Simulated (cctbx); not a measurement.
**What resolution and counting buy: Tb2Zn17N3**

Space group R-3m (no. 166), a = 9.3000 Å, b = 9.3000 Å, c = 13.3970 Å, α = 90.00°, β = 90.00°, γ = 120.00°.

```csv
atom,mult.,x,y,z,Ueq (Å²)
Tb1,6,1/3,2/3,0.0117,0.0073
Zn1,6,1/3,2/3,0.7584,0.0183
Zn2,18,0.9961,0.4980,0.1523,0.0152
Zn3,18,0.3881,1/3,1/3,0.0100
Zn4,9,1/3,1/6,1/6,0.0172
N1,9,0,1/2,0,0.0304
```

This is a model crystal, built by substitution and not relaxed, with assumed displacement parameters.

Five simulated data sets (cctbx; Mo Kα, λ = 0.71073 Å; 1.5 % proportional error) differ in resolution or exposure (noise floor 4 counts in the first three, 8 in the last two). Each is refined with the right model, isotropic at 1.1 Å and anisotropic otherwise. How do the figures of merit and the uncertainties move?

| d min (Å) | top counts | ⟨I/σ⟩ (unmerged, absences included) | unique | param. (scale apart) | Rint | R1 | GooF | largest s.u. xyz (fractional) | s.u. U of N1 (Å²) | largest error (Å) |
| --- | --- | --- | --- | --- | --- | --- | --- | --- | --- | --- |
| 1.1 | 5000 | 3.9 | 114 | 11 | 0.037 | 0.0132 | 1.02 | 0.00017 | 0.0042 | 0.0031 |
| 0.84 | 5000 | 3.2 | 239 | 25 | 0.044 | 0.0155 | 0.95 | 0.00012 | 0.0055 | 0.0016 |
| 0.6 | 5000 | 2.3 | 625 | 25 | 0.066 | 0.0210 | 0.91 | 0.00009 | 0.0041 | 0.0019 |
| 0.75 | 300 | 0.4 | 335 | 25 | 0.476 | 0.0752 | 0.91 | 0.00109 | 0.0404 | 0.0123 |
| 0.75 | 3000 | 2.0 | 335 | 25 | 0.087 | 0.0257 | 0.91 | 0.00017 | 0.0083 | 0.0019 |

The number of reflections grows roughly as 1/d³: 114, 239 and 625 here. R1 follows the noise rather than the truth: at 300 counts it is 0.0752, at 3000 counts 0.0257, while GooF is 0.91 and 0.91: the weights 1/σ² carry the noise. The s.u. of U (U11 where anisotropic) for N1 goes 0.0042, 0.0055, 0.0041 Å² with resolution and 0.0404, 0.0083 Å² with exposure.

Hardware for the 0.6 Å refinement: 0.44 s on 1 thread of AMD EPYC 7B13 (Zen 3) (shared host), peak memory 0.1 GiB.

[Logs are printed without paths, hosts, clocks, repeated set-up lines and the standing remarks that a program may print on its own settings, such as how far it seeks lower states.]
